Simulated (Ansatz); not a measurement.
# Where V_C-Ga_C puts its levels in the gap of C (Fd-3m)

Aim: at which Fermi levels does V_C-Ga_C in C (Fd-3m) change its charge? The model is a cell of 128 host atoms with 1 site emptied and Ga put on another atom's site.

Program: Ansatz 0.2.0. Level of theory: place-levels on PBEsol runs: charge-transition levels and formation energies with image-charge correction and potential alignment at the atomic sites; PAW set soft_1. Results are calculated unless marked as measured.

**Measured values to reproduce.**

“Enhanced Electron Emission Performance and Air‐Surface Stability in ScO‐Terminated Diamond for Thermionic Energy Converters” (2024, pmc:11600692) quotes from earlier work for C, diamond (bulk crystal): band gap (experimental band gap used as input) 5.47 eV [Literature experimental gap used as input, no source or temperature given; indirect gap …].

## 1. The structure

The cell holds 127 atoms: 126 C and 1 Ga. Its edges and angles: a = 10.052 Å, b = 10.052 Å, c = 10.052 Å, α = 60.0°, β = 60.0°, γ = 60.0°. It derives from C (space group Fd-3m). Nearest the centre at fractional (0.406, 0.531, 0.531): Ga54 at 0.77 Å, C53 at 1.94 Å, C55 at 1.94 Å, C85 at 1.94 Å, C84 at 1.94 Å, C78 at 1.94 Å, C61 at 1.94 Å, C56 at 2.63 Å.

Known beforehand: the electronic dielectric constant, 5.87, and the static one, 5.87, from a response run on this crystal (DFPT, PBEsol) at that run's own cell.

The cell's shortest repeat is 10.1 Å.

## 2. Charge states

A transition level is the Fermi level at which two charge states cost the same, so each charge needs its own total energy, at its own relaxed structure.

Random displacements of about 0.05 Å break the site symmetry at the start, so that the relaxation can reach a distorted minimum if there is one. Forces are taken at one point at (¼, ¼, ¼). The cell holds 2 electrons more than the neutral one, with a uniform background that keeps it neutral on the whole. The electron count is odd, so at least one spin is unpaired; this run locks the moment at 1 μB.

The sampling was tested on the host first: at the k-points planned (1x1x1 shifted 0.25 0.25 0.25) its energy lies 0.034 eV an atom from the dense-mesh value, so the final energies take a denser sampling.

One state's input; the others differ in charge, spin, start and seed, and in occupations where the table says so.

The input, qm2_M1.relax/input.yaml:

```yaml
crystal:
  lattice:
    - [0.0, 7.10752372, 7.10752372]
    - [7.10752372, 0.0, 7.10752372]
    - [7.10752372, 7.10752372, 0.0]
  atoms:
    - { symbol: C, position: [0.0, 0.0, 0.0] }
    - { symbol: C, position: [0.0625, 0.0625, 0.0625] }
[... 43 atom lines left out ...]
    - { symbol: C, position: [0.3125, 0.3125, 0.5625] }
[... 1 atom line left out ...]
    - { symbol: C, position: [0.3125, 0.3125, 0.8125] }
[... 3 atom lines left out ...]
    - { symbol: C, position: [0.3125, 0.5625, 0.3125] }
    - { symbol: C, position: [0.25, 0.5, 0.5] }
    - { symbol: Ga, position: [0.3125, 0.5625, 0.5625] }
    - { symbol: C, position: [0.25, 0.5, 0.75] }
    - { symbol: C, position: [0.3125, 0.5625, 0.8125] }
[... 3 atom lines left out ...]
    - { symbol: C, position: [0.3125, 0.8125, 0.3125] }
    - { symbol: C, position: [0.25, 0.75, 0.5] }
    - { symbol: C, position: [0.3125, 0.8125, 0.5625] }
[... 14 atom lines left out ...]
    - { symbol: C, position: [0.5, 0.25, 0.5] }
    - { symbol: C, position: [0.5625, 0.3125, 0.5625] }
    - { symbol: C, position: [0.5, 0.25, 0.75] }
    - { symbol: C, position: [0.5625, 0.3125, 0.8125] }
[... 2 atom lines left out ...]
    - { symbol: C, position: [0.5, 0.5, 0.25] }
    - { symbol: C, position: [0.5625, 0.5625, 0.3125] }
    - { symbol: C, position: [0.5625, 0.5625, 0.5625] }
    - { symbol: C, position: [0.5, 0.5, 0.75] }
[... 3 atom lines left out ...]
    - { symbol: C, position: [0.5, 0.75, 0.25] }
[... 1 atom line left out ...]
    - { symbol: C, position: [0.5, 0.75, 0.5] }
[... 34 atom lines left out ...]
    - { symbol: C, position: [0.8125, 0.8125, 0.8125] }
  host:
    repeats: [4, 4, 4]
    atoms:
      - { symbol: C, position: [0.0, 0.0, 0.0] }
      - { symbol: C, position: [0.25, 0.25, 0.25] }
total_charge: -2
basis:
  ecutwfc: 420
  xc_grid: 2
hamiltonian:
  xc: pbesol
  pseudopotentials: { kind: paw, azcp: { folder: soft_1 }, xc_functional: pbe }
kpoints:
  mp_grid: { grid: [1, 1, 1], shift: [0.25, 0.25, 0.25] }
magnetization:
  spin_polarized: true
  initial_magnetization: 1
  spin_locking: { lock_magnetization: hard }
scf:
  occupations: { method: fixed }
  max_iter: 80
output:
  forces: true
  charged_corrections:
    epsilon: 5.87
    static_epsilon: 5.87
    defect_position: [0.40625, 0.53125, 0.53125]
relax:
  f_tol: 0.02
  max_steps: 80
  random_displacement: { amplitude: 0.05, seed: 3663 }
checkpoint:
  write: "../qm2_M1.relax.run"
  compress: false
  write_wavefunctions: true
  write_every: 100000
```

Launch:

```
> ansatz run input.yaml --threads 4 --pin off --max-ram 15073MiB --backend cpu --events-out ev --progress --plain --runs-dir out
```

The relaxed structure is kept and the sampling changed to a 2×2×2 shifted mesh.

The run of this state that the levels use, under PBEsol:

The input, qm2_M1.point/input.yaml:

```yaml
crystal:
  checkpoint: "../qm2_M1.relax.run"
  host: checkpoint
total_charge: -2
basis:
  ecutwfc: 420
  xc_grid: 2
hamiltonian:
  xc: pbesol
  pseudopotentials: { kind: paw, azcp: { folder: soft_1 }, xc_functional: pbe }
kpoints:
  mp_grid: { grid: [2, 2, 2], shift: [0.5, 0.5, 0.5] }
magnetization:
  spin_polarized: true
  initial_magnetization: 1
  spin_locking: { lock_magnetization: hard }
scf:
  occupations: { method: fermi_dirac, width: 0.01 }
  max_iter: 80
output:
  forces: true
  eigenvalues: true
  charged_corrections:
    epsilon: 5.87
    static_epsilon: 5.87
    defect_position: [0.40625, 0.53125, 0.53125]
  eigenstates: { localisation: true }
  populations: true
  efg: {}
checkpoint:
  read: "../qm2_M1.relax.run"
  write: "../qm2_M1.point.run"
  compress: false
  write_wavefunctions: false
  write_every: 100000
```

Relaxations under PBEsol at one point at (¼, ¼, ¼); times on 4 threads of Arm Neoverse V2, shared host:

```tsv
charge	moment (μB)	occupations	outcome	steps	largest displacement against the far atoms (Å)	time
−2	1	fixed	converged	8	0.77	4.5 min
−1	0	fixed	converged	8	0.77	3.5 min
−1	2	fixed	converged	8	0.77	3.7 min
0	1	fixed	converged	8	0.77	4.3 min
+1	0	fixed	converged	10	0.77	2.2 min
+1	2	fixed	converged	12	0.77	7.5 min
```

Single points under PBEsol at a 2×2×2 shifted mesh; times on 4 threads of Arm Neoverse V2, shared host:

```tsv
charge	moment (μB)	occupations	outcome	time
−2	1	fermi-dirac	converged	4.1 min
−1	0	fermi-dirac	converged	2.1 min
−1	2	fermi-dirac	converged	4.4 min
0	1	fermi-dirac	converged	4.4 min
+1	0	fermi-dirac	converged	78 s
+1	2	fermi-dirac	converged	4.9 min
```

Distances (Å) from the ideal centre to the nearest atoms after relaxation with PBEsol:

```tsv
charge	moment (μB)	1.	2.	3.	4.	5.	6.
−2	1	Ga 0.01	C 2.01	C 2.02	C 2.02	C 2.02	C 2.03
−1	0	Ga 0.01	C 2.02	C 2.02	C 2.02	C 2.03	C 2.03
−1	2	Ga 0.01	C 2.02	C 2.02	C 2.02	C 2.03	C 2.03
0	1	Ga 0.01	C 2.02	C 2.03	C 2.03	C 2.03	C 2.04
+1	0	Ga 0.01	C 2.03	C 2.04	C 2.04	C 2.04	C 2.04
+1	2	Ga 0.00	C 2.03	C 2.03	C 2.04	C 2.04	C 2.08
```

## 3. Placing the levels, PBEsol

A charged cell interacts with its images and the background, and its potential has another zero than the host's. place-levels removes the first by a point-charge model, screened by the static dielectric constant since the ions have relaxed around the charge, and the second by comparing potentials at atoms far from the defect.

The host is a run of the defect-free crystal in the same cutoffs, grids and k-points, so that basis and sampling errors cancel in part in the differences. The host is run in a cell of 2 atoms on a matching mesh. Its band edges are searched through the zone by a band path, so the gap is smaller than, or equal to, that on the mesh. Chemical potentials are energies per atom of C (diamond) and Ga (alpha-Ga (Cmce)), run with the same functional and cutoff. Carbon is taken as diamond, which semilocal functionals can put about 0.1 eV an atom over graphite.

The input, levels.point.yaml:

```yaml
host:
  run: host.point.run
states: [qm2_M1.point.run, qm1.point.run, qm1_M2.point.run, q0_M1.point.run, qp1.point.run, qp1_M2.point.run]
geometry_from:
  qm2_M1.point.run: qm2_M1.relax.run
  qm1.point.run: qm1.relax.run
  qm1_M2.point.run: qm1_M2.relax.run
  q0_M1.point.run: q0_M1.relax.run
  qp1.point.run: qp1.relax.run
  qp1_M2.point.run: qp1_M2.relax.run
  host.point.run: host.relax.run
chemical_potentials:
  C:
    energy: -246.668769
    dataset: "<sha256 of the dataset>"
  Ga:
    energy: -3743.205341
    dataset: <sha256 of the dataset>
epsilon: 5.87
static_epsilon: 5.87
vertical:
  - { from: qm2_M1.point.run, to: qm2_M1.point_neutral.run }
  - { from: qm1.point.run, to: qm1.point_neutral.run }
  - { from: qm1_M2.point.run, to: qm1_M2.point_neutral.run }
  - { from: qp1.point.run, to: qp1.point_neutral.run }
  - { from: qp1_M2.point.run, to: qp1_M2.point_neutral.run }
```

Launch:

```
> ansatz place-levels levels.point.yaml -- --threads 4 --pin off --max-ram 15073MiB
```

Numbers of over 12 decimals in the logs are rounded to 6 here.

Output:

```text
[... repeated set-up lines and file paths are left out, and long positions are rounded to six places ...]
(+1/0) 0.558 eV above the valence edge, 3.462 eV under the conduction edge
(0/-1) 1.645 eV above the valence edge, 2.375 eV under the conduction edge
(-1/-2) 2.917 eV above the valence edge, 1.103 eV under the conduction edge
formation energy of charge +1: +6.943 eV with the Fermi level at the valence edge
formation energy of charge 0: +7.501 eV with the Fermi level at the valence edge
formation energy of charge -1: +9.145 eV with the Fermi level at the valence edge
formation energy of charge -2: +12.062 eV with the Fermi level at the valence edge
vertical -2 to 0: no energy, since no alignment is typed
  the change from vertical[0].from (qm2_M1.point.run) to vertical[0].to (qm2_M1.point_neutral.run): by its potential at epsilon 5.87 it stands at 0.405 0.531 0.532, with an rms radius of about 2.4 Å (1.5 1.4 1.4 Å across the planes of the cell's vectors); [...]
vertical -1 to 0: no energy, since no alignment is typed
  the change from vertical[1].from (qm1.point.run) to vertical[1].to (qm1.point_neutral.run): by its potential at epsilon 5.87 it stands at 0.406 0.532 0.531, with an rms radius of about 2.5 Å (1.5 1.4 1.4 Å across the planes of the cell's vectors); [...]
vertical -1 to 0: no energy, since no alignment is typed
  the change from vertical[2].from (qm1_M2.point.run) to vertical[2].to (qm1_M2.point_neutral.run): by its potential at epsilon 5.87 it stands at 0.405 0.532 0.532, with an rms radius of about 2.5 Å (1.6 1.4 1.4 Å across the planes of the cell's vectors); [...]
vertical +1 to 0: no energy, since no alignment is typed
  the change from vertical[3].from (qp1.point.run) to vertical[3].to (qp1.point_neutral.run): by its potential at epsilon 5.87 it stands at 0.406 0.531 0.532, with an rms radius of about 2.7 Å (1.6 1.5 1.5 Å across the planes of the cell's vectors); [...]
vertical +1 to 0: no energy, since no alignment is typed
  the change from vertical[4].from (qp1_M2.point.run) to vertical[4].to (qp1_M2.point_neutral.run): by its potential at epsilon 5.87 it stands at 0.406 0.531 0.532, with an rms radius of about 2.9 Å (1.7 1.7 1.7 Å across the planes of the cell's vectors); [...]
  edges by pbesol, gap 4.020 eV; the host is sampled to repeats of 20.10 Å
  the defect's cells are sampled to repeats of 20.10 Å, like sampling
  charge +1: -34830.0609 eV with its correction of +0.325 eV, at epsilon 5.87, aligned at sites: -0.0704 eV, mean over 42 atomic sites at or beyond 5.03 Å from the defect at [0.4063, 0.5313, 0.5313], with -0.001099 for the charge's moments and without [...]
  charge 0: +0.000 eV for its dipole among its images, +0.000 omitted
  states[3] (q0_M1.point.run): levels filled in part (TS 0.002 eV): its energy is of no whole electron's
  charge -1: -34800.7910 eV with its correction of +0.347 eV, at epsilon 5.87, aligned at sites: +0.0489 eV, mean over 42 atomic sites at or beyond 5.03 Å from the defect at [0.4063, 0.5313, 0.5313], with +0.000000 for the charge's moments and without [...]
  charge -2: -34784.3405 eV with its correction of +1.403 eV, at epsilon 5.87, aligned at sites: +0.0898 eV, mean over 42 atomic sites at or beyond 5.03 Å from the defect at [0.4063, 0.5313, 0.5313], with +0.000000 for the charge's moments and without [...]
  states[0] (qm2_M1.point.run): levels filled in part (TS 0.003 eV): its energy is of no whole electron's
  charge +1: states[5] (qp1_M2.point.run) stands 1.106 eV higher, with a moment of 2.00 μB against 0.00
  states[5] (qp1_M2.point.run): levels filled in part (TS 0.006 eV): its energy is of no whole electron's
  charge -1: states[1] (qm1.point.run) stands 0.057 eV higher, with a moment of 0.00 μB against 2.00
  states[1] (qm1.point.run): levels filled in part (TS 0.006 eV): its energy is of no whole electron's
  of states[4] (qp1.point.run): it parts from the run at its places by a charge that spreads by about 1.6 Å along one vector (1.4 Å or more is wide), by its potential at epsilon 5.87, taken for that of held ions (one typed too small widens it), where the cell [...]
  of states[2] (qm1_M2.point.run): how wide its charge is, is not read beside other atoms or cores, and a band state would take no correction. [...]
  of states[0] (qm2_M1.point.run): it parts from the run at its places by a charge that spreads by about 1.5 Å along one vector (1.4 Å or more is wide), by its potential at epsilon 5.87, taken for that of held ions (one typed too small widens it), where the [...]
  of states[5] (qp1_M2.point.run): it parts from the run at its places by a charge that spreads by about 1.7 Å along one vector (1.4 Å or more is wide), by its potential at epsilon 5.87, taken for that of held ions (one typed too small widens it), where the [...]
  of states[1] (qm1.point.run): it parts from the run at its places by a charge that spreads by about 1.5 Å along one vector (1.4 Å or more is wide), by its potential at epsilon 5.87, taken for that of held ions (one typed too small widens it), where the cell [...]
  vertical[0].from (qm2_M1.point.run): levels filled in part (TS 0.003 eV): its energy is of no whole electron's
  of vertical[0].from (qm2_M1.point.run): its moments are held at its close (magnetization.spin_locking), by a field of 0.023 eV a Bohr magneton, and its energy and levels are of the state that this holds: a run that lets them go can end lower; [...]
  vertical[0].to (qm2_M1.point_neutral.run): levels filled in part (TS 0.002 eV): its energy is of no whole electron's
  vertical[1].from (qm1.point.run): levels filled in part (TS 0.006 eV): its energy is of no whole electron's
  of vertical[1].from (qm1.point.run): it parts from the run at its places by a charge that spreads by about 1.5 Å along one vector (1.4 Å or more is wide), by its potential at epsilon 5.87, taken for that of held ions (one typed too small widens it), where [...]
  vertical[1].to (qm1.point_neutral.run): levels filled in part (TS 0.001 eV): its energy is of no whole electron's
  of vertical[2].from (qm1_M2.point.run): it parts from the run at its places by a charge that spreads by about 1.6 Å along one vector (1.4 Å or more is wide), by its potential at epsilon 5.87, taken for that of held ions (one typed too small widens it), [...]
  vertical[2].to (qm1_M2.point_neutral.run): levels filled in part (TS 0.004 eV): its energy is of no whole electron's
  of vertical[3].from (qp1.point.run): it parts from the run at its places by a charge that spreads by about 1.6 Å along one vector (1.4 Å or more is wide), by its potential at epsilon 5.87, taken for that of held ions (one typed too small widens it), where [...]
  vertical[3].to (qp1.point_neutral.run): levels filled in part (TS 0.004 eV): its energy is of no whole electron's
  vertical[4].from (qp1_M2.point.run): levels filled in part (TS 0.006 eV): its energy is of no whole electron's
  of vertical[4].from (qp1_M2.point.run): its moments are held at its close (magnetization.spin_locking), by a field of 0.540 eV a Bohr magneton, and its energy and levels are of the state that this holds: a run that lets them go can end lower; [...]
  vertical[4].to (qp1_M2.point_neutral.run): levels filled in part (TS 0.004 eV): its energy is of no whole electron's
  of vertical[4].to (qp1_M2.point_neutral.run): it set out from the moments of a save, which an earlier run chose (saved_moments_taken)
```

Elapsed: 1.1 s, on 4 threads of Arm Neoverse V2, shared host.

[end of part 1 of 2]

[Logs are printed without paths, hosts, clocks, repeated set-up lines and the standing remarks that a program may print on its own settings, such as how far it seeks lower states.]

[Hosts, paths, dates, database ids (printed as entryN), source tags and the programs' standing remarks are cut or masked in the printed files.]

[Where a table of states has a column of steps, it counts the stored structures, which are thinned; the runs took as many ionic steps or more.]

[A defect's name tells the site on which it was built; relaxed atoms can leave that site.]

[For some hosts the program warned that the k-mesh of the response run may be too coarse for force constants and the static dielectric constant; such warnings are not shown here.]
